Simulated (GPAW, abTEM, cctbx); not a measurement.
# (GaP)3(CuCl)3: the scripts behind a bonding study

Short scripts, each with its output. The cell is a (GaP)3(CuCl)3 superlattice along [001] of the zinc-blende type, started at the mean lattice constant and relaxed freely, with no substrate.

**1. Build the all-electron density and subtract free atoms**

```text
cell
1.0
     3.915907920    0.000000000    0.000000000
     0.000000000    3.976512910    0.000000000
     0.000000000    0.000000000   16.646590570
Ga Cu Cl P
3 3 3 3
Direct
0.000000000 0.000000000 0.006903320
0.500000000 0.500000000 0.174896510
0.000000000 0.000000000 0.341088320
0.500000000 0.500000000 0.483620180
0.000000000 0.000000000 0.655646470
0.500000000 0.500000000 0.818298660
0.000000000 0.500000000 0.592665650
0.500000000 0.000000000 0.752054170
0.000000000 0.500000000 0.911835490
0.500000000 0.000000000 0.087136950
0.000000000 0.500000000 0.254608350
0.500000000 0.000000000 0.420960690
```

```python
import numpy as np
from ase.io import read
from ase.units import Bohr
from gpaw import GPAW, PW, FermiDirac
from gpaw.calculator import GPAW as OldGPAW
from gpaw.mpi import serial_comm, world
from scipy.special import erfc
from scipy.spatial import cKDTree

atoms = read("cell.vasp")
atoms.calc = GPAW(mode=PW(450), xc="PBE", kpts={"size": (7, 6, 2), "gamma": True},
                 occupations=FermiDirac(0.1), maxiter=120, symmetry={"tolerance": 1e-5}, txt="scf.txt")
atoms.get_potential_energy()
rho = atoms.calc.get_all_electron_density(gridrefinement=2)
moments = atoms.get_magnetic_moments() if atoms.calc.get_number_of_spins() == 2 else np.zeros(len(atoms))
total = atoms.get_magnetic_moment() if moments.any() else 0.0
if world.rank == 0:
    free = OldGPAW(mode=PW(450), xc="PBE", txt=None, communicator=serial_comm)
    neutral = atoms.copy()
    neutral.set_initial_magnetic_moments(None)
    free.initialize(neutral)
    free.set_positions(neutral)
    drho = rho - free.get_all_electron_density(gridrefinement=2)
    # GPAW starts from confined atoms: exchange their smooth part for that of the datasets' free atoms
    h = np.stack(np.meshgrid(*[np.fft.fftfreq(n, 1 / n) for n in drho.shape], indexing="ij"), -1)
    gabs = np.linalg.norm(h @ atoms.cell.reciprocal(), axis=-1)
    tails = np.fft.fftn(free.get_pseudo_density(gridrefinement=2))
    g, form, v0 = np.linspace(0, gabs.max(), 1500), {}, 0
    for e in set(atoms.symbols):
        idx = atoms.symbols.search(e)
        d = free.setups[idx[0]].data
        r, w = d.rgd.r_g * Bohr, d.rgd.r_g**2 * d.rgd.dr_g
        j0 = np.sinc(2 * g[:, None] * r)
        smooth = sum(f * p**2 for f, p in zip(d.f_j, d.phit_jg)) + np.sqrt(4 * np.pi) * d.nct_g
        full = sum(f * p**2 for f, p in zip(d.f_j, d.phi_jg)) + np.sqrt(4 * np.pi) * d.nc_g
        phase = sum(np.exp(-2j * np.pi * h @ s) for s in atoms.get_scaled_positions()[idx])
        tails -= np.interp(gabs, g, j0 @ (smooth * w)) * phase * drho.size / atoms.get_volume()
        form[e] = j0 @ (full * w)
        v0 += 2 * np.pi / 3 * 14.3996 * (full * w * r**2).sum() * len(idx)  # V A^3
    tails *= 0.5 * erfc((gabs - 1.8) / 0.25)  # the tails differ at long wavelengths alone
    drho += np.fft.ifftn(tails).real  # crystal minus superposed spherical free atoms
    np.save("drho.npy", drho)
    dv = atoms.get_volume() / drho.size
    print("grid", drho.shape, " electrons %.3f" % (rho.sum() * dv), " moved by bonding %.3f e" % (abs(drho).sum() * dv / 2))
    pts = np.indices(drho.shape).reshape(3, -1).T / drho.shape @ atoms.cell
    shifts = (np.indices((3, 3, 3)).reshape(3, -1).T - 1) @ atoms.cell
    images = (atoms.positions[None] + shifts[:, None]).reshape(-1, 3)
    dist, idx = cKDTree(images).query(pts, k=4)
    out = drho.ravel()[dist[:, 0] > 0.5]
    print("deformation density beyond 0.5 A of the nuclei: max %.3f, min %.3f e/A^3" % (out.max(), out.min()))
    tie = dist < dist[:, :1] + 1e-4
    q = -np.bincount((idx % len(atoms))[tie], (drho.ravel()[:, None] / tie.sum(1, keepdims=True) * tie)[tie], len(atoms)) * dv
    print("atom        x       y       z   Voronoi charge  moment")
    for a, s, c, m in zip(atoms, atoms.get_scaled_positions(), q, moments):
        print("%-2s%-3d %7.4f %7.4f %7.4f %10.3f %10.2f" % (a.symbol, a.index + 1, *s, c, m))
    np.savez("free.npz", g=g, **form)
    print("mean inner potential of superposed free atoms %.3f V" % (v0 / atoms.get_volume()))
    print("total magnetic moment %.3f muB" % total)
```

```console
$ OMP_NUM_THREADS=1 mpirun -n 4 gpaw python run.py > gpaw.log
```

```text
grid (40, 40, 168)  electrons 276.000  moved by bonding 2.251 e
deformation density beyond 0.5 A of the nuclei: max 0.152, min -0.265 e/A^3
atom        x       y       z   Voronoi charge  moment
Ga1    0.0000  0.0000  0.0069      0.215       0.00
Ga2    0.5000  0.5000  0.1749      0.185       0.00
Ga3    0.0000  0.0000  0.3411      0.166       0.00
Cu4    0.5000  0.5000  0.4836      0.145       0.00
Cu5    0.0000  0.0000  0.6556      0.155       0.00
Cu6    0.5000  0.5000  0.8183      0.158       0.00
Cl7    0.0000  0.5000  0.5927     -0.156       0.00
Cl8    0.5000  0.0000  0.7521     -0.154       0.00
Cl9    0.0000  0.5000  0.9118     -0.090       0.00
P 10   0.5000  0.0000  0.0871     -0.206       0.00
P 11   0.0000  0.5000  0.2546     -0.183       0.00
P 12   0.5000  0.0000  0.4210     -0.236       0.00
mean inner potential of superposed free atoms 12.783 V
total magnetic moment 0.000 muB
```

Time: 31 s on 4 cores of AMD EPYC 9R45 96-Core Processor (Zen 5) (shared host), peak memory 1.2 GiB.

**2. Fourier-transform the difference**

```python
from cctbx import adptbx, crystal, miller, xray
from cctbx.eltbx import tiny_pse
import numpy as np

cs = crystal.symmetry(unit_cell=(3.9159, 3.9765, 16.6466, 90, 90, 90), space_group_symbol='Hall: P 2 -2')  # Pmm2
atoms = [  # label, site, U (iso, or U11 U22 U33 U12 U13 U23 in A^2), occupancy
    ("Ga1", (0, 0, 0.0069), 0.0000, 1),
    ("Ga2", (0.5, 0.5, 0.1749), 0.0000, 1),
    ("Ga3", (0, 0, 0.34109), 0.0000, 1),
    ("Cu1", (0.5, 0.5, 0.48362), 0.0000, 1),
    ("Cu2", (0, 0, 0.65565), 0.0000, 1),
    ("Cu3", (0.5, 0.5, 0.8183), 0.0000, 1),
    ("Cl1", (0, 0.5, 0.59267), 0.0000, 1),
    ("Cl2", (0.5, 0, 0.75205), 0.0000, 1),
    ("Cl3", (0, 0.5, 0.91184), 0.0000, 1),
    ("P1", (0.5, 0, 0.08714), 0.0000, 1),
    ("P2", (0, 0.5, 0.25461), 0.0000, 1),
    ("P3", (0.5, 0, 0.42096), 0.0000, 1),
]
xs = xray.structure(crystal_symmetry=cs)
for label, site, u, occ in atoms:
    u = adptbx.u_cif_as_u_star(cs.unit_cell(), u) if isinstance(u, tuple) else u
    xs.add_scatterer(xray.scatterer(label, site=site, u=u, occupancy=occ))
xs.scattering_type_registry(table="wk1995")
drho = np.load("drho.npy")
T = np.array([[1, 0, 0], [0, 1, 0], [0, 0, 1]])  # conventional axes in terms of the primitive ones
dF = np.fft.ifftn(drho) * 259.21502  # electrons a conventional cell, indexed by primitive hkl
ms = miller.build_set(cs, anomalous_flag=False, d_min=0.9).sort("resolution")
iam = ms.structure_factors_from_scatterers(xs, algorithm="direct").f_calc()
p1 = xs.expand_to_p1()
z = np.array([tiny_pse.table(sc.scattering_type).atomic_number() for sc in p1.scatterers()])
x = np.array(p1.sites_frac())
free = np.load("free.npz")
print("static structure factors of the conventional cell: F in electrons, V (Mott-Bethe) in volts")
print("   h  k  l      d  |F| table  |F| free   |F| DFT   change   |V| free  |V| DFT  change %")
for h, d, table in list(zip(ms.indices(), ms.d_spacings().data(), iam.data()))[:16]:
    df = dF[tuple(np.rint(np.linalg.solve(T, h)).astype(int))]
    phase = np.exp(2j * np.pi * x @ h)
    f = sum(np.interp(1 / d, free["g"], free[sc.scattering_type]) * p for sc, p in zip(p1.scatterers(), phase))
    fz = (z * phase).sum()
    c = 14.3996 * d * d / (np.pi * cs.unit_cell().volume())
    v0, v1 = abs(fz - f) * c, abs(fz - f - df) * c
    print("%4d%3d%3d %7.4f %9.3f %9.3f %9.3f %8.3f %9.3f %8.3f %8s" % (h + (d, abs(table), abs(f), abs(f + df), abs(f + df) - abs(f), v0, v1, "%.1f" % (100 * (v1 / v0 - 1)) if v0 > 0.02 else "-")))
```

```console
$ python run.py
```

```text
static structure factors of the conventional cell: F in electrons, V (Mott-Bethe) in volts
   h  k  l      d  |F| table  |F| free   |F| DFT   change   |V| free  |V| DFT  change %
   0  0  1 16.6466     5.455     5.456     5.560    0.104     0.748    0.525    -29.9
   0  0  2  8.3233     4.316     4.314     4.352    0.038     0.192    0.147    -23.4
   0  0  3  5.5489    12.401    12.404    12.569    0.165     0.564    0.476    -15.6
   0  0  4  4.1616     4.306     4.302     4.404    0.101     0.188    0.153    -19.1
   0  1  0  3.9765     0.578     0.478     0.283   -0.194     0.134    0.079    -40.7
   1  0  0  3.9159     3.522     3.597     3.470   -0.127     0.109    0.144     31.5
   0  1  1  3.8677     0.669     0.669     0.654   -0.014     0.034    0.039     14.2
   1  0  1  3.8119     1.921     1.920     1.902   -0.017     0.078    0.084      7.0
   0  1  2  3.5880    12.890    12.928    13.138    0.210     0.593    0.535     -9.8
   1  0  2  3.5433    15.900    15.911    15.649   -0.262     0.369    0.426     15.6
   0  0  5  3.3293    33.599    33.564    33.752    0.188     1.044    1.006     -3.7
   0  1  3  3.2322   161.465   161.327   161.565    0.237     5.615    5.533     -1.5
   1  0  3  3.1994   176.345   176.148   176.429    0.281     6.221    6.139     -1.3
   0  1  4  2.8750    20.423    20.454    20.660    0.206     0.564    0.532     -5.7
   1  0  4  2.8519    32.736    32.659    32.499   -0.160     0.962    0.984      2.3
   1  1  0  2.7901    79.537    79.051    78.273   -0.778     0.681    0.788     15.7
```

Time: 0.17 s on 1 core of AMD EPYC 9R45 96-Core Processor (Zen 5) (shared host), peak memory 0.08 GiB.

**3. Propagate a plane wave with and without the bonding term**

```python
import abtem
import numpy as np
from ase.build import make_supercell
from ase.io import read

abtem.config.set({"dask.lazy": False, "fft": "fftw", "diagnostics.progress_bar": False})
M = [[1, 0, 0], [0, 1, 0], [0, 0, 1]]  # rows: x, y and beam direction in the primitive cell's axes
unit = make_supercell(read("cell.vasp"), M)
unit.set_cell(list(unit.cell.lengths()) + [90, 90, 90], scale_atoms=True)
unit.positions[:, 2] += 0.7523  # keeps atomic planes off the slice boundaries
unit.wrap()
slab = unit * (2, 2, 24)
print(slab.get_chemical_formula(), "| box %.2f x %.2f x %.2f A" % tuple(slab.cell.lengths()))

# change of the potential by bonding, from the DFT deformation density (Poisson's equation term by term)
drho = np.load("drho.npy")
prim = read("cell.vasp")
h = np.stack(np.meshgrid(*[np.fft.fftfreq(n, 1 / n) for n in drho.shape], indexing="ij"), -1).reshape(-1, 3).astype(int)
g2 = ((h @ prim.cell.reciprocal()) ** 2).sum(1)
keep = (g2 > 0) & (g2 < 2.5**2)
shape = (112, 114, 96)
vg = np.zeros(shape, complex)
hm = h[keep] @ np.array(M).T
move = np.exp(-2j * np.pi * hm[:, 2] * (0.7523 / unit.cell[2, 2] - 0.5 / shape[2]))  # the same shift, sampled at mid-points
vg[tuple(hm.T % np.array(shape)[:, None])] = -14.3996 / np.pi * (np.fft.fftn(drho).ravel() / drho.size)[keep] / g2[keep] * move
dV = np.fft.ifftn(vg).real * vg.size
dV = dV.reshape(112, 114, 12, 8).mean(3) * unit.cell[2, 2] / 12  # V A, projected in each slice
dV = np.tile(dV.transpose(2, 0, 1), (24, 2, 2))


def build(atoms):
    p = abtem.Potential(atoms, gpts=(224, 228), slice_thickness=[slab.cell[2, 2] / 288] * 288,
                        parametrization="lobato", projection="infinite", exit_planes=24).build()
    p.array[:] += BONDING * dV
    return p


sigmas = {'Ga': 0.084, 'Cu': 0.085, 'Cl': 0.093, 'P': 0.095}  # r.m.s. displacement along each axis, A
u = np.array([sigmas[s] for s in slab.symbols])[:, None]
rng = np.random.default_rng(63)


def potentials():
    for _ in range(3):  # frozen phonons, one configuration at a time
        atoms = slab.copy()
        atoms.positions += u * rng.standard_normal((len(atoms), 3))
        atoms.wrap()
        yield build(atoms)


for label, BONDING in (("IAM", 0.0), ("DFT", 1.0)):
    print("=====", label)
    rng = np.random.default_rng(63)  # the same displacements for both
    potential = build(slab)
    print("grid", potential.gpts, "slices", potential.num_slices)
    thickness = potential.exit_thicknesses
    wave = abtem.PlaneWave(energy=200000)
    dp = np.mean([wave.multislice(p).diffraction_patterns(max_angle="valid").array for p in potentials()], axis=0)
    hkl = [(0, 0, 0), (0, 1, 0), (1, 0, 0), (1, 1, 0), (0, 2, 0), (2, 0, 0), (1, 2, 0)]
    nx, ny = dp.shape[-2:]
    print("intensity of each beam, fraction of the incident wave")
    print("  t (A)" + "".join("%9s" % " ".join(map(str, h)) for h in hkl) + "  diffuse    total")
    grid = np.zeros((nx, ny), bool)
    grid[nx // 2 % 2::2, ny // 2 % 2::2] = True
    for t, a in list(zip(thickness, dp))[1:]:
        idx = [np.rint(np.array(M) @ np.linalg.solve([[1, 0, 0], [0, 1, 0], [0, 0, 1]], h)).astype(int) for h in hkl]
        print("%7.1f" % t + "".join("%9.5f" % a[nx // 2 + i[0] * 2, ny // 2 + i[1] * 2] for i in idx) + "%9.4f%9.4f" % (a[~grid].sum(), a.sum()))
```

```console
$ python run.py
```

```text
Cl288Cu288Ga288P288 | box 7.83 x 7.95 x 399.52 A
===== IAM
grid (224, 228) slices 288
intensity of each beam, fraction of the incident wave
  t (A)    0 0 0    0 1 0    1 0 0    1 1 0    0 2 0    2 0 0    1 2 0  diffuse    total
   33.3  0.86646  0.00001  0.00003  0.00044  0.01735  0.01696  0.00001   0.0127   0.9996
   66.6  0.57883  0.00005  0.00012  0.00392  0.06325  0.06244  0.00009   0.0383   0.9987
   99.9  0.27410  0.00017  0.00015  0.01390  0.11048  0.11134  0.00020   0.0786   0.9972
  133.2  0.07620  0.00021  0.00026  0.02963  0.13719  0.13264  0.00019   0.1276   0.9955
  166.5  0.02001  0.00017  0.00042  0.04684  0.11848  0.11066  0.00023   0.1739   0.9939
  199.8  0.07698  0.00016  0.00043  0.06265  0.07442  0.06710  0.00034   0.2069   0.9927
  233.1  0.17721  0.00034  0.00055  0.07509  0.03954  0.03406  0.00019   0.2310   0.9918
  266.3  0.24771  0.00043  0.00066  0.07546  0.02061  0.01789  0.00017   0.2452   0.9913
  299.6  0.26313  0.00057  0.00077  0.06267  0.01906  0.01779  0.00018   0.2624   0.9906
  332.9  0.23813  0.00084  0.00057  0.05031  0.02877  0.02679  0.00026   0.2843   0.9895
  366.2  0.20826  0.00147  0.00051  0.04615  0.03749  0.03527  0.00038   0.3097   0.9884
  399.5  0.18883  0.00193  0.00058  0.04508  0.03517  0.03578  0.00040   0.3313   0.9872
===== DFT
grid (224, 228) slices 288
intensity of each beam, fraction of the incident wave
  t (A)    0 0 0    0 1 0    1 0 0    1 1 0    0 2 0    2 0 0    1 2 0  diffuse    total
   33.3  0.86532  0.00001  0.00003  0.00051  0.01745  0.01719  0.00001   0.0128   0.9996
   66.6  0.57544  0.00004  0.00012  0.00428  0.06324  0.06276  0.00009   0.0385   0.9987
   99.9  0.26984  0.00016  0.00017  0.01519  0.10955  0.11073  0.00021   0.0790   0.9972
  133.2  0.07273  0.00025  0.00029  0.03260  0.13458  0.13034  0.00019   0.1282   0.9955
  166.5  0.01656  0.00027  0.00047  0.05132  0.11512  0.10731  0.00023   0.1741   0.9939
  199.8  0.06941  0.00029  0.00049  0.06770  0.07183  0.06438  0.00038   0.2065   0.9927
  233.1  0.16097  0.00052  0.00062  0.08014  0.03881  0.03306  0.00023   0.2304   0.9918
  266.3  0.22301  0.00067  0.00077  0.07976  0.02220  0.01891  0.00021   0.2451   0.9913
  299.6  0.23689  0.00088  0.00095  0.06516  0.02192  0.02004  0.00022   0.2634   0.9905
  332.9  0.22090  0.00119  0.00084  0.05076  0.03113  0.02840  0.00026   0.2862   0.9894
  366.2  0.20749  0.00181  0.00087  0.04533  0.03716  0.03426  0.00039   0.3118   0.9883
  399.5  0.20620  0.00228  0.00097  0.04371  0.03206  0.03216  0.00053   0.3323   0.9872
```

Time: 9 s.

**4. Rock the beam across one reflection**

```python
import abtem
import numpy as np
from ase.build import make_supercell
from ase.io import read

abtem.config.set({"dask.lazy": False, "fft": "fftw", "diagnostics.progress_bar": False})
M = [[1, 0, 0], [0, 1, 0], [0, 0, 1]]  # rows: x, y and beam direction in the primitive cell's axes
unit = make_supercell(read("cell.vasp"), M)
unit.set_cell(list(unit.cell.lengths()) + [90, 90, 90], scale_atoms=True)
unit.positions[:, 2] += 0.9814  # keeps atomic planes off the slice boundaries
unit.wrap()
slab = unit * (1, 1, 40)
print(slab.get_chemical_formula(), "| box %.2f x %.2f x %.2f A" % tuple(slab.cell.lengths()))

# change of the potential by bonding, from the DFT deformation density (Poisson's equation term by term)
drho = np.load("drho.npy")
prim = read("cell.vasp")
h = np.stack(np.meshgrid(*[np.fft.fftfreq(n, 1 / n) for n in drho.shape], indexing="ij"), -1).reshape(-1, 3).astype(int)
g2 = ((h @ prim.cell.reciprocal()) ** 2).sum(1)
keep = (g2 > 0) & (g2 < 2.5**2)
shape = (88, 89, 90)
vg = np.zeros(shape, complex)
hm = h[keep] @ np.array(M).T
move = np.exp(-2j * np.pi * hm[:, 2] * (0.9814 / unit.cell[2, 2] - 0.5 / shape[2]))  # the same shift, sampled at mid-points
vg[tuple(hm.T % np.array(shape)[:, None])] = -14.3996 / np.pi * (np.fft.fftn(drho).ravel() / drho.size)[keep] / g2[keep] * move
dV = np.fft.ifftn(vg).real * vg.size
dV = dV.reshape(88, 89, 9, 10).mean(3) * unit.cell[2, 2] / 9  # V A, projected in each slice
dV = np.tile(dV.transpose(2, 0, 1), (40, 1, 1))


def build(atoms):
    p = abtem.Potential(atoms, gpts=(88, 89), slice_thickness=[slab.cell[2, 2] / 360] * 360,
                        parametrization="lobato", projection="infinite", exit_planes=90).build()
    p.array[:] += BONDING * dV
    return p


def potentials():
    yield build(slab)  # atoms at rest


for label, BONDING in (("IAM", 0.0), ("DFT", 1.0)):
    print("=====", label)
    potential = build(slab)
    print("grid", potential.gpts, "slices", potential.num_slices)
    thickness = potential.exit_thicknesses
    h = np.array(M) @ np.linalg.solve(np.array([[1, 0, 0], [0, 1, 0], [0, 0, 1]]), [1, 1, 0])
    ix, iy = round(h[0]) * 1, round(h[1]) * 1
    gxy = h[:2] / unit.cell.lengths()[:2]
    along = gxy / np.hypot(*gxy)
    across = np.array([-along[1], along[0]])
    bragg = 500 * abtem.PlaneWave(energy=200000).wavelength * np.hypot(*gxy)
    print("Bragg angle %.3f mrad; beam tilted 37 mrad off the zone axis across the row" % bragg)
    print("dark-field intensity of 1 1 0 against tilt along the row, in Bragg angles")
    print("  t (A)" + "".join("%8.2f" % s for s in [0.2, 0.4, 0.6, 0.8, 1.0, 1.2, 1.4, 1.6, 1.8, 2.0, 2.2, 2.4, 2.6]))
    rows = []
    row = [(n * ix, n * iy) for n in range(-8, 9)]
    for s in [0.2, 0.4, 0.6, 0.8, 1.0, 1.2, 1.4, 1.6, 1.8, 2.0, 2.2, 2.4, 2.6]:
        tilt = -s * bragg * along + 37 * across
        dp = abtem.PlaneWave(energy=200000, tilt=tuple(tilt)).multislice(potential).diffraction_patterns(max_angle="valid").array
        rows.append(dp[:, dp.shape[1] // 2 + ix, dp.shape[2] // 2 + iy])
        if s == 1.0:
            cx, cy = dp.shape[1] // 2, dp.shape[2] // 2
            share = sum(dp[:, cx + i, cy + j] for i, j in row if abs(i) < cx and abs(j) < cy) / dp.sum(axis=(1, 2))
            total = dp.sum(axis=(1, 2))
    for t, a in list(zip(thickness, np.array(rows).T))[1:]:
        print("%7.1f" % t + "".join("%8.4f" % v for v in a))
    print("at the Bragg tilt, share in the row:", share[1:].round(3).tolist(), "total:", total[1:].round(3).tolist())
```

```console
$ python run.py
```

```text
Cl120Cu120Ga120P120 | box 3.92 x 3.98 x 665.86 A
===== IAM
grid (88, 89) slices 360
Bragg angle 4.494 mrad; beam tilted 37 mrad off the zone axis across the row
dark-field intensity of 1 1 0 against tilt along the row, in Bragg angles
  t (A)    0.20    0.40    0.60    0.80    1.00    1.20    1.40    1.60    1.80    2.00    2.20    2.40    2.60
  166.5  0.0042  0.0043  0.0041  0.0038  0.0037  0.0039  0.0043  0.0046  0.0047  0.0043  0.0036  0.0028  0.0020
  332.9  0.0171  0.0176  0.0131  0.0086  0.0072  0.0080  0.0125  0.0196  0.0200  0.0129  0.0052  0.0010  0.0005
  499.4  0.0216  0.0268  0.0144  0.0109  0.0226  0.0149  0.0089  0.0268  0.0284  0.0067  0.0047  0.0054  0.0027
  665.9  0.0096  0.0311  0.0126  0.0245  0.0311  0.0319  0.0070  0.0251  0.0137  0.0001  0.0034  0.0069  0.0001
at the Bragg tilt, share in the row: [0.8740000128746033, 0.9110000133514404, 0.8920000195503235, 0.8320000171661377] total: [0.9980000257492065, 0.996999979019165, 0.9940000176429749, 0.9919999837875366]
===== DFT
grid (88, 89) slices 360
Bragg angle 4.494 mrad; beam tilted 37 mrad off the zone axis across the row
dark-field intensity of 1 1 0 against tilt along the row, in Bragg angles
  t (A)    0.20    0.40    0.60    0.80    1.00    1.20    1.40    1.60    1.80    2.00    2.20    2.40    2.60
  166.5  0.0058  0.0061  0.0060  0.0057  0.0056  0.0058  0.0061  0.0064  0.0063  0.0057  0.0048  0.0037  0.0026
  332.9  0.0228  0.0237  0.0188  0.0140  0.0127  0.0134  0.0180  0.0254  0.0253  0.0167  0.0068  0.0013  0.0005
  499.4  0.0279  0.0332  0.0200  0.0201  0.0370  0.0260  0.0142  0.0318  0.0338  0.0092  0.0061  0.0066  0.0036
  665.9  0.0114  0.0345  0.0166  0.0430  0.0526  0.0531  0.0134  0.0259  0.0149  0.0002  0.0045  0.0080  0.0001
at the Bragg tilt, share in the row: [0.8730000257492065, 0.9100000262260437, 0.8920000195503235, 0.8320000171661377] total: [0.9980000257492065, 0.996999979019165, 0.9940000176429749, 0.9919999837875366]
```

Time: 9.3 s.

[Outputs are excerpts: Python notices, other lines and further rows are left out; steps that failed or that the build refused (PBEsol, TPSS) are not shown.]

[Logs are printed without paths, hosts, clocks, repeated set-up lines and the standing remarks that a program may print on its own settings, such as how far it seeks lower states.]
